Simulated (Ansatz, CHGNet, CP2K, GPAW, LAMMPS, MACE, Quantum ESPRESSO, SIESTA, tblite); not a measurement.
## GPAW on liquid (Rb,Cs)Cl at 1000 K (84 atoms): settings against a plane-wave reference

How do the settings of GPAW change the result for liquid (Rb,Cs)Cl at 1000 K (84 atoms)? A plane-wave run serves as the yardstick.

Calculated with GPAW 26.7.0; the method is named at each step.

### Step 1. The structure

The cell holds 84 atoms: 25 Rb, 17 Cs and 42 Cl. Its edges and angles: a = 15.586 Å, b = 15.586 Å, c = 15.586 Å, α = 90.0°, β = 90.0°, γ = 90.0°. 84 atoms (25 Rb, 17 Cs, 42 Cl) placed at random at 2.58 g/cm³, melted at 1800 K for 10 ps at fixed volume with the Lennard-Jones and Coulomb ion parameters for SPC/E (Joung and Cheatham, J. Phys. Chem. B 112, 9020 (2008)), full charges. Snapshot at the end of a hold of 20 ps at 1000 K and fixed volume.

The yardstick, on the same geometry:

```
method                                           : Kohn-Sham DFT, PBE, PAW, plane waves (Ansatz 0.2.0); cutoff 420 eV, Γ point, fermi-dirac smearing of 0.05 eV; PAW set soft_2
r.m.s. force component                           : 0.3246 eV/Å
longest force                                    : 1.643 eV/Å
pressure                                         : 0.777 GPa
gap (highest filled to lowest empty level) : 3.753 eV
SCF cycles                                       : 7
time                                             : 23 s on 8 threads of Arm Neoverse V2, shared host
CPU time                                         : 3 min
```

### Step 2. PBE, LCAO dzp, h 0.2 Å

Method: Kohn-Sham DFT, PBE, PAW, atomic orbitals (dzp).

Input file run.py:

```python
import numpy as np
from ase.io import read
from gpaw import GPAW, FermiDirac

atoms = read("structure.xyz")
atoms.calc = GPAW(
    mode="lcao",
    basis="dzp",
    h=0.2,
    xc="PBE",
    kpts={"size": (1, 1, 1), "gamma": True},
    occupations=FermiDirac(0.05),
    maxiter=200,
    symmetry={"point_group": False},
    txt="gpaw.txt",
)
energy = atoms.get_potential_energy(force_consistent=True)
forces = atoms.get_forces()
print(f"energy {energy:.6f} eV")
print("forces (eV/A)")
for i, (a, f) in enumerate(zip(atoms, forces)):
    print(f"{i:4d} {a.symbol:2s} {f[0]:10.5f} {f[1]:10.5f} {f[2]:10.5f}")
print(f"Fermi level {atoms.calc.get_fermi_level():.4f} eV")
for k in range(len(atoms.calc.get_ibz_k_points())):
    for s in range(atoms.calc.get_number_of_spins()):
        e = atoms.calc.get_eigenvalues(kpt=k, spin=s)
        n = np.searchsorted(e, atoms.calc.get_fermi_level())
        print(f"k {k} spin {s} levels about the Fermi level:", np.round(e[max(n - 6, 0):n], 4).tolist(), "|", np.round(e[n:n + 6], 4).tolist())
```

Input file structure.xyz:

```xyz
84
Lattice="15.58600 0.00000 0.00000 0.00000 15.58600 0.00000 0.00000 0.00000 15.58600" Properties=species:S:1:pos:R:3 pbc="T T T"
Rb 9.02227 3.63824 5.95946
Rb 14.50418 9.62654 3.97505
Rb 7.80905 14.57665 1.87796
Rb 7.11485 7.86922 8.91800
Rb 15.06387 12.83601 7.01136
Rb 2.43391 13.96552 9.93919
Rb 8.22504 11.77460 11.39570
Rb 5.39166 14.97503 13.80140
Rb 10.14929 2.37344 0.75701
Rb 15.56699 3.94326 1.70339
Rb 9.13386 7.19185 12.70508
Rb 12.09489 14.70009 9.15132
Rb 8.86064 7.60176 2.23410
Rb 3.05548 1.75187 15.13494
Rb 0.24439 1.62671 12.14710
Rb 13.07245 4.26947 14.20072
Rb 7.22598 14.32852 7.53349
Rb 5.15663 10.30546 15.06028
Rb 11.42360 6.46133 4.69388
Rb 10.48953 12.20711 5.05968
Rb 5.17284 4.00513 8.78411
Rb 1.53397 13.06278 0.82746
Rb 3.42689 1.00015 4.55516
Rb 9.06793 9.61984 7.12405
Rb 3.27633 9.71865 10.58258
Cs 12.22909 14.78815 14.27039
Cs 2.21555 5.16458 5.15756
Cs 10.15085 11.74062 0.62422
Cs 15.37247 11.95259 13.05717
Cs 6.05485 3.08509 2.65710
Cs 0.87297 6.64306 11.42703
Cs 13.07603 9.07308 14.89133
Cs 13.85517 15.49576 3.18547
Cs 12.13370 10.61734 9.89820
Cs 11.11126 4.18843 10.20041
Cs 5.29971 4.53755 13.12061
Cs 14.80343 6.96242 8.06077
Cs 4.25077 13.26275 4.24344
Cs 4.40258 9.46320 4.84460
Cs 1.97833 7.33462 0.13108
Cs 14.93295 2.06094 7.42766
Cs 8.58461 1.66677 12.30172
Cl 10.96195 14.58039 1.62001
Cl 3.91427 6.50497 10.10908
Cl 9.47395 8.98486 10.12373
Cl 12.57104 9.51946 7.03256
Cl 4.27555 1.45994 11.84474
Cl 1.30954 4.10535 14.25090
Cl 3.20900 4.32309 2.27571
Cl 11.28271 9.58445 3.36907
Cl 12.10113 11.82105 12.81216
Cl 9.42844 4.53615 2.93141
Cl 0.74298 9.00263 13.23937
Cl 4.96601 12.03769 11.88401
Cl 10.55266 5.64198 14.93747
Cl 12.75652 4.42907 7.25715
[... 24 atom lines left out ...]
Cl 4.31420 13.97441 7.31030
Cl 5.01324 4.16022 5.49204
Cl 0.59414 11.29175 9.82464
Cl 1.39074 8.27835 5.37951
```

Launch:

```sh
OMP_NUM_THREADS=1 python run.py > output.txt
```

Output:

```text
energy -247.081904 eV
forces (eV/A)
   0 Rb   -0.14776   -0.47698    0.21471
   1 Rb   -0.00003    0.10832   -0.16867
   2 Rb   -0.38215    0.02337   -0.19215
   3 Rb   -1.09781   -1.72409    0.61261
   4 Rb    0.25975   -0.34318    0.38699
   5 Rb    0.42735    0.10555    0.13569
   6 Rb    0.01328   -0.00505    0.32601
   7 Rb   -0.06219   -0.48318    0.04112
   8 Rb    0.15540    0.07812   -0.14477
   9 Rb    0.26571    0.41092    0.19476
  10 Rb    0.00631    0.51950    0.42793
  11 Rb   -0.80091    0.31709    0.11659
  12 Rb   -0.23395    0.15070   -0.41963
  13 Rb    0.09735    0.53248    0.07967
  14 Rb   -0.04539    0.44829   -0.37885
  15 Rb    0.55989    0.20459   -0.11974
  16 Rb    0.55280    0.28385    0.08818
  17 Rb    0.00530    0.05798   -0.30541
  18 Rb    0.49646    0.04770    0.09102
  19 Rb    0.18943    0.41407   -0.19998
  20 Rb   -0.20976   -0.34804   -0.02512
  21 Rb   -0.61771    0.81289    0.18340
  22 Rb   -0.34052    0.44931    0.21567
  23 Rb    0.75598    0.48831   -0.60210
[...]
76 Cl    0.31726   -0.08289   -0.34874
  77 Cl   -0.37439   -0.05932    0.02734
  78 Cl    0.25342    0.08811    0.09329
  79 Cl   -0.43593   -0.14435   -0.35160
  80 Cl   -0.67595    0.19044    0.22049
  81 Cl    0.87396   -0.32914    0.58294
  82 Cl   -0.13911   -0.12651   -0.17544
  83 Cl   -0.12642    0.13728    0.28554
Fermi level 1.3133 eV
k 0 spin 0 levels about the Fermi level: [-0.0724, -0.0242, -0.0094, 0.0071, 0.0357, 0.1059] | [3.7048, 4.4743, 4.6413, 4.6504, 4.7047, 4.7974]
```

gpaw.txt:

```text
Input parameters:
  mode=LCAO(),
  basis={'default': 'dzp'},
  h=0.2,
  kpts=MonkhorstPack(size=(1, 1, 1), gamma=True),
  maxiter=200,
  occupations=Occupations(name='fermi-dirac', width=0.05, fixmagmom=False),
  symmetry=Symmetry(point_group=False),
  xc=XC(name='PBE')
Unit cell  # Å
| periodic |         x |         y |         z |   lengths |    angles |
|----------|-----------|-----------|-----------|-----------|-----------|
|      yes | 15.586000 |  0.000000 |  0.000000 | 15.586000 | 90.000000 |
|      yes |  0.000000 | 15.586000 |  0.000000 | 15.586000 | 90.000000 |
|      yes |  0.000000 |  0.000000 | 15.586000 | 15.586000 | 90.000000 |
Number of symmetries: 1
Symmetry operations  # r_c * U_cc + t_c -> r_c
|   | kind |            matrix            |
|---|------|------------------------------|
| 0 |  E   |  1, 0, 0,  0, 1, 0,  0, 0, 1 |
BZ-sampling:
  Number of BZ points: 1
  Number of IBZ points: 1
  Monkhorst-Pack size: [1, 1, 1]
  Monkhorst-Pack shift: [0, 0, 0]
[... lines left out ...]
      Number of RI-basis functions 0
Reference energy: -6155492.985460  # eV
eigensolver:
density mixing:
  MSR1-Mixer
occupation numbers:
  Fermi-Dirac:
    width: 0.0500  # eV
FastPoissonSolver using
    Stencil: 6*3+1=19 point O(h^6) finite-difference Laplacian
xc functional:
  name: PBE with 2 nearest neighbor stencil
interpolation: tri-quintic # 5. degree polynomial
Initialization done in: 16.387 s
convergence criteria:
- Maximum [total energy] change in last 3 cyles: 0.0005 eV / valence electron
- Maximum integral of absolute [dens]ity change: 0.0001 electrons / valence electron
- Maximum integral of absolute [eigenst]ate change: 4e-08 eV^2 / valence electron
maximum number of iterations: 200
SCF iterations
|iter     |      energy | eigst |  dens |
|---------|-------------|-------|-------|
|iter:   1| -260.268934 |      c|       |
|iter:   2| -257.570123 |      c| -1.23 |
|iter:   3| -246.983857 |      c| -1.26 |
|iter:   4| -247.058082 |      c| -1.66 |
|iter:   5| -247.082342c|      c| -2.09 |
|iter:   6| -247.081895c|      c| -2.95 |
|iter:   7| -247.081900c|      c| -3.68 |
|iter:   8| -247.081904c|      c| -4.07c|
Converged in 8 steps
SCF loop duration: 458.106 s (57.263 s/step)
Energy contributions relative to reference atoms: (reference = -6155492.985460)
Energy contributions:
  Kinetic:         511.374112
  Coulomb:        -463.928636
  Zero:              6.971725
  External:          0.000000
  Xc:             -301.499104
  Entropy:          -0.000000
  Spinorbit:         0.000000
  ----------------------------
  Free energy:    -247.081904
  Extrapolated:   -247.081904
dipole moment: (79.458670, 187.404025, -41.713722)  # |e|*Ang
Fermi level: 1.313
Eigenvalues  # (at kpt = [0.000, 0.000, 0.000])
| band index |      eig [eV] | occ [0-2] |
|------------|---------------|-----------|
|          0 |       -25.964 |     2.000 |
|        ... |               |           |
|        328 |        -0.140 |     2.000 |
|        329 |        -0.091 |     2.000 |
[...]
|        343 |         4.975 |     0.000 |
|        ... |               |           |
|        377 |         6.433 |     0.000 |
Gap: 3.599 eV
Transition (v -> c):
  (s=0, k=0, n=335, [0.00, 0.00, 0.00]) -> (s=0, k=0, n=336, [0.00, 0.00, 0.00])
No difference between direct/indirect transitions
Force computation time: 160.864  # s
timing:  # [seconds]
  Total:  635.389  # ━━━━━━━━━━━━━━━━━━━━━━━━━━━━━━━━━━━━━━━━━━━━━━━━━━━━━━━━
  Init:    16.386  # ━╸
  SCF:    458.106  # ━━━━━━━━━━━━━━━━━━━━━━━━━━━━━━━━━━━━━━━━╸
  Forces: 160.864  # ━━━━━━━━━━━━━━
```

Elapsed: 11 min, on 1 thread of Arm Neoverse V2, shared host; peak memory 3.5 GiB.

Banners, paths, timers and routine set-up lines are dropped from the logs unmarked, and long logs keep their key lines alone; longer cuts are marked.

Compared with the plane-wave run:

- r.m.s. force component: 0.3821 eV/Å
- r.m.s. difference of force components: 81.98 meV/Å
- longest difference of force vectors: 492.6 meV/Å
- force difference over r.m.s. force: 25.26 %
- slope of forces against the reference's: 1.161
- correlation of force components: 0.9862
- gap (highest filled to lowest empty level): 3.599 eV
- gap difference: -0.1543 eV

This run lies far from the reference in forces at the same functional.

Length of the force difference by element (eV/Å):

| element | atoms | mean | most |
| --- | --- | --- | --- |
| Cl | 42 | 0.12 | 0.30 |
| Cs | 17 | 0.077 | 0.17 |
| Rb | 25 | 0.16 | 0.49 |

Levels nearest the highest filled one (eV from it): -0.18, -0.13, -0.12, -0.10, -0.07, 0.00, 3.60, 4.37, 4.54, 4.54, 4.60, 4.69.

The surroundings of Cs29, picked at random, nearest first, numbered as they follow in the input and with coordinates relative to it.

| atom | x | y | z | distance (Å) | Fx | Fy | Fz (eV/Å) |
| --- | --- | --- | --- | --- | --- | --- | --- |
| Cs29 | 0.00 | 0.00 | 0.00 | 0.00 | 0.08 | 0.61 | -0.37 |
| Cl53 | 0.96 | -2.95 | 0.18 | 3.11 | -0.01 | 0.35 | 0.39 |
| Cl58 | -1.62 | 0.24 | 2.78 | 3.22 | 0.29 | -0.11 | 0.67 |
| Cl51 | -3.27 | -0.13 | -0.25 | 3.28 | -0.31 | -0.12 | -0.09 |
| Cl83 | 0.81 | -0.66 | -3.23 | 3.40 | -0.14 | -0.13 | -0.18 |
| Cl68 | 1.37 | 3.21 | 0.99 | 3.63 | -0.01 | -0.78 | 0.02 |
| Rb22 | 1.75 | 1.11 | 3.36 | 3.94 | -0.62 | 0.81 | 0.18 |
| Cs32 | -2.30 | -2.88 | 1.83 | 4.11 | -0.06 | -0.23 | -0.05 |
| Cs26 | -3.14 | 2.84 | 1.21 | 4.40 | 0.33 | -0.50 | 0.21 |

Atoms are counted from 1 here, from 0 in the log.

Forces lie 25 % from the reference's, at 3.6 times its CPU time (on 1 against 8 cores).

### Step 3. PBE, plane waves 550 eV

Method: Kohn-Sham DFT, PBE, PAW, plane waves.

Edit run.py of step 2 so:

```diff
@@ -2,3 +2,4 @@
 from ase.io import read
-from gpaw import GPAW, FermiDirac
+from gpaw import GPAW, FermiDirac, PW
+from ase.parallel import parprint as print
 
@@ -6,5 +7,3 @@
 atoms.calc = GPAW(
-    mode="lcao",
-    basis="dzp",
-    h=0.2,
+    mode=PW(550),
     xc="PBE",
@@ -14,2 +13,3 @@
     symmetry={"point_group": False},
+    nbands=396,
     txt="gpaw.txt",
@@ -22,2 +22,6 @@
     print(f"{i:4d} {a.symbol:2s} {f[0]:10.5f} {f[1]:10.5f} {f[2]:10.5f}")
+stress = -atoms.get_stress(voigt=False) * 160.21766
+print("stress (GPa, compression positive)")
+for row in stress:
+    print(" ".join(f"{x:10.4f}" for x in row))
 print(f"Fermi level {atoms.calc.get_fermi_level():.4f} eV")
```

structure.xyz is that of step 2.

Launch:

```sh
OMP_NUM_THREADS=1 mpirun -np 4 gpaw python run.py > output.txt
```

Output:

```text
energy -262.068964 eV
forces (eV/A)
   0 Rb   -0.14118   -0.33297    0.15608
   1 Rb   -0.00118   -0.00450   -0.14050
   2 Rb   -0.32320    0.00944   -0.12309
   3 Rb   -0.87781   -1.34148    0.45700
   4 Rb    0.22212   -0.22918    0.25465
   5 Rb    0.36081    0.04860    0.08788
   6 Rb   -0.02740    0.01101    0.34113
   7 Rb   -0.01597   -0.34545    0.02241
   8 Rb    0.15771    0.09479   -0.14934
   9 Rb    0.22005    0.30716    0.16456
  10 Rb   -0.01216    0.36860    0.37981
  11 Rb   -0.67903    0.26186    0.00077
[...]
79 Cl   -0.37231    0.02196   -0.31930
  80 Cl   -0.52957    0.19454    0.28208
  81 Cl    0.81376   -0.34583    0.64308
  82 Cl   -0.03965   -0.08921   -0.19055
  83 Cl   -0.20304    0.19675    0.21155
stress (GPa, compression positive)
    0.6827    -0.0216     0.0661
   -0.0216     0.8952     0.1544
    0.0661     0.1544     0.7004
Fermi level 1.1730 eV
k 0 spin 0 levels about the Fermi level: [-0.2239, -0.131, -0.1242, -0.098, -0.0956, -0.0568] | [3.6927, 4.4252, 4.5971, 4.6108, 4.6465, 4.7357]
```

gpaw.txt:

```text
Input parameters:
  mode=PW(ecut=550.0),
  kpts=MonkhorstPack(size=(1, 1, 1), gamma=True),
  maxiter=200,
  nbands=396,
  occupations=Occupations(name='fermi-dirac', width=0.05, fixmagmom=False),
  symmetry=Symmetry(point_group=False),
  xc=XC(name='PBE')
[... lines left out ...]
  Converge bands: occupied
[... lines left out ...]
  Fermi-Dirac:
[... lines left out ...]
convergence criteria:
- Maximum [total energy] change in last 3 cyles: 0.0005 eV / valence electron
[... lines left out ...]
Converged in 9 steps
[... lines left out ...]
  Free energy:    -262.068964
[... lines left out ...]
Fermi level: 1.173
[... lines left out ...]
|------------|---------------|-----------|
|          0 |       -25.833 |     2.000 |
|        ... |               |           |
|        328 |        -0.309 |     2.000 |
|        329 |        -0.264 |     2.000 |
[...]
|        ... |               |           |
[...]
Gap: 3.749 eV
Transition (v -> c):
  (s=0, k=0, n=335, [0.00, 0.00, 0.00]) -> (s=0, k=0, n=336, [0.00, 0.00, 0.00])
No difference between direct/indirect transitions
Force computation time: 7.673  # s
Stress tensor  # eV/Ang^3
|         x |         y |         z |
|-----------|-----------|-----------|
[...]
|  0.000135 | -0.005587 | -0.000964 |
| -0.000412 | -0.000964 | -0.004372 |
Stress computation time: 37.861  # s
```

Wall time 3.5 min (4 MPI ranks); peak memory 4.3 GiB; 14 min of CPU time.

Against the reference:

- r.m.s. force component: 0.3302 eV/Å
- r.m.s. difference of force components: 6.339 meV/Å
- longest difference of force vectors: 24.6 meV/Å
- force difference over r.m.s. force: 1.953 %
- slope of forces against the reference's: 1.017
- correlation of force components: 1
- gap (highest filled to lowest empty level): 3.749 eV
- gap difference: -0.0037 eV
- pressure: 0.7594 GPa
- pressure difference: -0.0176 GPa

Against the first run (25 %), the force difference from the reference is 2.0 %, at 1.3 times the CPU time (on 4 against 1 cores).

The run ends at a pressure of 0.76 GPa, with forces up to 1.7 eV/Å.

### Step 4. PBE, LCAO dzp, h 0.28 Å

Method: Kohn-Sham DFT, PBE, PAW, atomic orbitals (dzp).

Edit run.py of step 3 so:

```diff
@@ -2,4 +2,3 @@
 from ase.io import read
-from gpaw import GPAW, FermiDirac, PW
-from ase.parallel import parprint as print
+from gpaw import GPAW, FermiDirac
 
@@ -7,3 +6,5 @@
 atoms.calc = GPAW(
-    mode=PW(550),
+    mode="lcao",
+    basis="dzp",
+    h=0.28,
     xc="PBE",
@@ -13,3 +14,2 @@
     symmetry={"point_group": False},
-    nbands=396,
     txt="gpaw.txt",
@@ -22,6 +22,2 @@
     print(f"{i:4d} {a.symbol:2s} {f[0]:10.5f} {f[1]:10.5f} {f[2]:10.5f}")
-stress = -atoms.get_stress(voigt=False) * 160.21766
-print("stress (GPa, compression positive)")
-for row in stress:
-    print(" ".join(f"{x:10.4f}" for x in row))
 print(f"Fermi level {atoms.calc.get_fermi_level():.4f} eV")
```

structure.xyz is that of step 3.

Launch:

```sh
OMP_NUM_THREADS=1 python run.py > output.txt
```

Output:

```text
energy -230.741629 eV
forces (eV/A)
   0 Rb   -0.14058   -0.48663    0.22239
   1 Rb   -0.00248    0.11381   -0.17306
   2 Rb   -0.37572    0.02741   -0.20413
   3 Rb   -1.10829   -1.72610    0.61385
   4 Rb    0.26533   -0.33970    0.39850
   5 Rb    0.43127    0.06714    0.11304
   6 Rb    0.00171   -0.00784    0.32533
   7 Rb   -0.05752   -0.50179    0.05012
   8 Rb    0.15407    0.07716   -0.15308
   9 Rb    0.27153    0.42827    0.20618
  10 Rb   -0.00574    0.51363    0.42961
  11 Rb   -0.80151    0.29400    0.11297
  12 Rb   -0.23756    0.14887   -0.40922
  13 Rb    0.09699    0.52542    0.09338
  14 Rb   -0.05795    0.44075   -0.37544
  15 Rb    0.56278    0.22044   -0.12379
  16 Rb    0.56183    0.29976    0.07919
  17 Rb   -0.00412    0.05327   -0.30473
  18 Rb    0.49952    0.05948    0.09546
  19 Rb    0.18339    0.41548   -0.20385
  20 Rb   -0.21780   -0.34779   -0.03293
  21 Rb   -0.62170    0.81071    0.18738
  22 Rb   -0.35976    0.46170    0.21060
  23 Rb    0.74373    0.48671   -0.60842
[...]
76 Cl    0.18171    0.05749   -0.38991
  77 Cl   -0.51226   -0.04106   -0.08740
  78 Cl    0.19801    0.19009    0.10175
  79 Cl   -0.31061   -0.31396   -0.18351
  80 Cl   -0.69423    0.31371    0.40500
  81 Cl    0.87022   -0.39092    0.38982
  82 Cl   -0.05164   -0.18689   -0.03620
  83 Cl   -0.13499   -0.01672    0.47481
Fermi level 1.3205 eV
k 0 spin 0 levels about the Fermi level: [-0.075, -0.0252, -0.0091, 0.0081, 0.0354, 0.1045] | [3.7074, 4.4768, 4.6437, 4.653, 4.7075, 4.7997]
```

gpaw.txt:

```text
Input parameters:
  mode=LCAO(),
  basis={'default': 'dzp'},
  h=0.28,
  kpts=MonkhorstPack(size=(1, 1, 1), gamma=True),
  maxiter=200,
  occupations=Occupations(name='fermi-dirac', width=0.05, fixmagmom=False),
  symmetry=Symmetry(point_group=False),
  xc=XC(name='PBE')
Unit cell  # Å
| periodic |         x |         y |         z |   lengths |    angles |
[... lines left out ...]
  Fermi-Dirac:
[... lines left out ...]
convergence criteria:
- Maximum [total energy] change in last 3 cyles: 0.0005 eV / valence electron
[... lines left out ...]
Converged in 8 steps
[... lines left out ...]
  Free energy:    -230.741629
  Extrapolated:   -230.741629
dipole moment: (79.633482, 189.053153, -41.458825)  # |e|*Ang
Fermi level: 1.321
Eigenvalues  # (at kpt = [0.000, 0.000, 0.000])
| band index |      eig [eV] | occ [0-2] |
|------------|---------------|-----------|
|          0 |       -25.965 |     2.000 |
|        ... |               |           |
|        328 |        -0.140 |     2.000 |
|        329 |        -0.092 |     2.000 |
[...]
|        343 |         4.977 |     0.000 |
|        ... |               |           |
|        377 |         6.434 |     0.000 |
Gap: 3.603 eV
Transition (v -> c):
  (s=0, k=0, n=335, [0.00, 0.00, 0.00]) -> (s=0, k=0, n=336, [0.00, 0.00, 0.00])
No difference between direct/indirect transitions
Force computation time: 57.584  # s
timing:  # [seconds]
  Total:  260.173  # ━━━━━━━━━━━━━━━━━━━━━━━━━━━━━━━━━━━━━━━━━━━━━━━━━━━━━━━━
  Init:    11.207  # ━━╸
  SCF:    191.354  # ━━━━━━━━━━━━━━━━━━━━━━━━━━━━━━━━━━━━━━━━━
  Forces:  57.584  # ━━━━━━━━━━━━╸
```

It took 4.4 min on 1 thread; peak memory 1.6 GiB.

Against the reference:

* r.m.s. force component: 0.389 eV/Å
* r.m.s. difference of force components: 125.7 meV/Å
* longest difference of force vectors: 499.6 meV/Å
* force difference over r.m.s. force: 38.72 %
* slope of forces against the reference's: 1.143
* correlation of force components: 0.9539
* gap (highest filled to lowest empty level): 3.603 eV
* gap difference: -0.1503 eV
* energy less the same-level run's: 194.5 meV/atom
* r.m.s. force difference from the same-level run: 91.56 meV/Å

This is a coarse setting, run to see what it loses.

Against the first run (25 %), the force difference from the reference is 39 %, at 0.41 times the CPU time: the grid matters here.

The forces add up to 0.82 eV/Å instead of zero, usually a sign of too coarse a grid.

[end of part 1 of 2]

[Also dropped from logs without a mark: logging warnings of Python, and SIESTA's first energy breakdown and zero terms.]

[Logs are printed without paths, hosts, clocks, repeated set-up lines and the standing remarks that a program may print on its own settings, such as how far it seeks lower states.]

[Hosts, paths, dates, database ids (printed as entryN), source tags and the programs' standing remarks are cut or masked in the printed files.]
